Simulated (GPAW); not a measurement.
# Na2BrCl (R-3m): G0W0 on several meshes in GPAW

Aim: the GW shift of Na2BrCl (R-3m) against the k mesh.

Main program and level: GPAW 26.7.0; LDA and many-body steps on it, plane waves.

This is a report of a sequence of runs, with most program output left out.

### 1. Starting point

Symmetry: R-3m, No. 166, trigonal system. The conventional cell has a = 4.072 Å, b = 4.072 Å, c = 19.974 Å, α = 90.00°, β = 90.00°, γ = 120.00°. Nearest to Na lie 3 Cl at 2.83 Å and 3 Br at 2.93 Å. Nearest to Br lie 6 Na at 2.93 Å. Nearest to Cl lie 6 Na at 2.83 Å. Farther neighbours and most contacts between anions are not listed.

Structure file:

```cif
data_structure
_symmetry_space_group_name_H-M 'R-3m:H'
_symmetry_Int_Tables_number 166
_cell_length_a 4.0720
_cell_length_b 4.0720
_cell_length_c 19.9744
_cell_angle_alpha 90.000
_cell_angle_beta 90.000
_cell_angle_gamma 120.000
_cell_volume 286.83
loop_
_atom_site_label
_atom_site_type_symbol
_atom_site_symmetry_multiplicity
_atom_site_Wyckoff_symbol
_atom_site_fract_x
_atom_site_fract_y
_atom_site_fract_z
_atom_site_occupancy
Na1 Na 6 c 0.33333 0.66667 0.92086 1
Br1 Br 3 b 0.66667 0.33333 0.83333 1
Cl1 Cl 3 a 0.00000 0.00000 0.00000 1
```

The cell and positions are those that the Materials Project relaxed with its own functionals (PBE, PBE+U or r2SCAN), kept fixed.

### 2. Empty states on the mesh, 4×4×4 mesh, 227 bands

This step: GPAW 26.7.0; DFT, LDA, plane waves, PAW.

The sums over transitions need many empty states on a uniform mesh; this step solves for them.

run.py

```python
import json
import numpy as np
from gpaw.mpi import world
from gpaw import GPAW

calc = GPAW('gs.gpw').fixed_density(kpts={'size': (4, 4, 4), 'gamma': True},
    parallel={'domain': 1, 'band': 1},
    txt='nscf.txt')
calc.diagonalize_full_hamiltonian(nbands=227)
calc.write('full.gpw', mode='all')
res = {}
kpts = calc.get_ibz_k_points()
res['kpts'] = kpts
res['eigenvalues'] = [calc.get_eigenvalues(kpt=k) for k in range(len(kpts))]
res['n_electrons'] = calc.get_number_of_electrons()

if world.rank == 0:
    with open('result.json', 'w') as f:
        json.dump(res, f, default=lambda x: x.tolist())
```

The run is started by

```bash
$ mpirun -n 4 gpaw python run.py
```

The job ended after 31 s (4 MPI ranks of Intel Xeon Platinum 8488C (Sapphire Rapids), shared host; peak memory 2.2 GiB; 2.1 min of CPU time).

This step gave:

- gap: 3.952 eV
- k of the valence top: 0, 0, 0
- k of the conduction bottom: 0, 0, 0
- least direct gap: 3.952 eV
- k points computed: 13
- lowest point of the top converged band, above the valence top: 93.5528 eV

On this mesh the gap is 3.952 eV.

### 3. 4×4×4

G0W0 replaces the xc potential by the self-energy, built once from these orbitals. Only a window of levels is corrected, while the sums run over the empty bands that the input names.

This step: G0W0 on LDA, plane waves, PAW.

run.py

```python
import json
import numpy as np
from gpaw.mpi import world
from gpaw.response.g0w0 import G0W0

gw = G0W0('full.gpw',
    filename='gw',
    kpts=[0],
    bands=(12, 16),
    ecut=60,
    nbands=100,
    integrate_gamma='WS',
    ppa=True)
gw.calculate()
res = {mode: {k: v for k, v in r.items() if k != 'sigma_eskwn'}
       for mode, r in gw.all_results.items()}

if world.rank == 0:
    with open('result.json', 'w') as f:
        json.dump(res, f, default=lambda x: x.tolist())
```

The run is started by

```bash
$ mpirun -n 4 gpaw python run.py
```

Wall time 97 s (4 MPI ranks); peak memory 1.9 GiB; 6.5 min of CPU time.

This step gave:

```yaml
g0w0_gap_on_the_points_computed: 6.440 eV
least_direct_g0w0_gap_on_the_computed_points: 6.440 eV
z_at_the_valence_top: 0.8235
z_at_the_conduction_bottom: 0.8605
starting_gap_on_the_mesh: 3.952 eV
k_of_the_valence_top: 0, 0, 0
k_of_the_conduction_bottom: 0, 0, 0
```

The gap on the mesh goes from 3.95 eV to 6.44 eV, a correction of +2.49 eV.

### 4. Empty states on the mesh, 2×2×2 mesh, 110 bands

This step: DFT, LDA, plane waves, PAW.

run.py

```python
import json
import numpy as np
from gpaw.mpi import world
from gpaw import GPAW

calc = GPAW('gs.gpw').fixed_density(kpts={'size': (2, 2, 2), 'gamma': True},
    nbands=128,
    convergence={'bands': 110},
    txt='nscf.txt')
calc.write('full.gpw', mode='all')
res = {}
kpts = calc.get_ibz_k_points()
res['kpts'] = kpts
res['eigenvalues'] = [calc.get_eigenvalues(kpt=k) for k in range(len(kpts))]
res['n_electrons'] = calc.get_number_of_electrons()

if world.rank == 0:
    with open('result.json', 'w') as f:
        json.dump(res, f, default=lambda x: x.tolist())
```

The run is started by

```bash
$ mpirun -n 4 gpaw python run.py
```

The job ended after 12 s (4 MPI ranks; peak memory 0.95 GiB).

This step gave:

* gap: 3.952 eV
* k of the valence top: 0, 0, 0
* k of the conduction bottom: 0, 0, 0
* least direct gap: 3.952 eV
* k points computed: 4
* lowest point of the top converged band, above the valence top: 53.1605 eV

On this mesh the gap is 3.952 eV.

### 5. 2×2×2

This step: G0W0 on LDA, plane waves, PAW.

run.py

```python
import json
import numpy as np
from gpaw.mpi import world
from gpaw.response.g0w0 import G0W0

gw = G0W0('full.gpw',
    filename='gw',
    kpts=[0],
    bands=(12, 16),
    ecut=60,
    nbands=100,
    integrate_gamma='WS',
    ppa=True)
gw.calculate()
res = {mode: {k: v for k, v in r.items() if k != 'sigma_eskwn'}
       for mode, r in gw.all_results.items()}

if world.rank == 0:
    with open('result.json', 'w') as f:
        json.dump(res, f, default=lambda x: x.tolist())
```

The run is started by

```bash
$ mpirun -n 4 gpaw python run.py
```

Wall time 10 s (4 MPI ranks); peak memory 1.4 GiB; 40 s of CPU time.

Numbers from this step:

```
G0W0 gap on the points computed              : 6.546 eV
least direct G0W0 gap on the computed points : 6.546 eV
Z at the valence top                         : 0.8212
Z at the conduction bottom                   : 0.8532
starting gap on the mesh                     : 3.952 eV
k of the valence top                         : 0, 0, 0
k of the conduction bottom                   : 0, 0, 0
```

Against G0W0 in GPAW (4×4×4 mesh, 100 bands, screening to 60 eV, Godby-Needs plasmon pole), the gap moves by +0.106 eV.

### 6. Side by side

Times are wall times on 4 MPI ranks of Intel Xeon Platinum 8488C (Sapphire Rapids), shared host, good to a factor of about two.

| run | mesh | bands | screening cutoff (eV) | DFT gap (eV) | gap on the mesh (eV) | direct (eV) | time |
| --- | --- | --- | --- | --- | --- | --- | --- |
| 4×4×4 | 4×4×4 | 100 | 60 | 3.952 | 6.440 | 6.440 | 97 s |
| 2×2×2 | 2×2×2 | 100 | 60 | 3.952 | 6.546 | 6.546 | 10 s |

### 7. Outcome

- 4×4×4: 6.440 eV
- 2×2×2: 6.546 eV
- known limits: not at the basis limit; no spin-orbit coupling; coarse k mesh

2×2×2: +0.106 eV against 4×4×4. Bands and cutoff are finite, so the gap is not at the basis limit. The miss can reach some tenths of an eV and take either sign; the mesh is an error of its own. These stock PAW sets were not made for GW; the filled d or f shell of Br lies in the frozen core, which bears on start and correction. In the G0W0 runs levels were corrected at 1 k point alone, so a gap called «on the mesh» is the least over those, and an edge elsewhere would be missed. The many-body steps are scalar-relativistic: spin-orbit coupling is not in them.

[Paths, hosts, dates, memory and timing lines, banners, echoed tables and standing remarks are left out of the program output.]

[Logs are printed without paths, hosts, clocks, repeated set-up lines and the standing remarks that a program may print on its own settings, such as how far it seeks lower states.]

[Runs of the session that timed out or met a known fault of the program may be left out.]

[Hosts, paths, dates, database ids (printed as entryN), source tags and the programs' standing remarks are cut or masked in the printed files.]
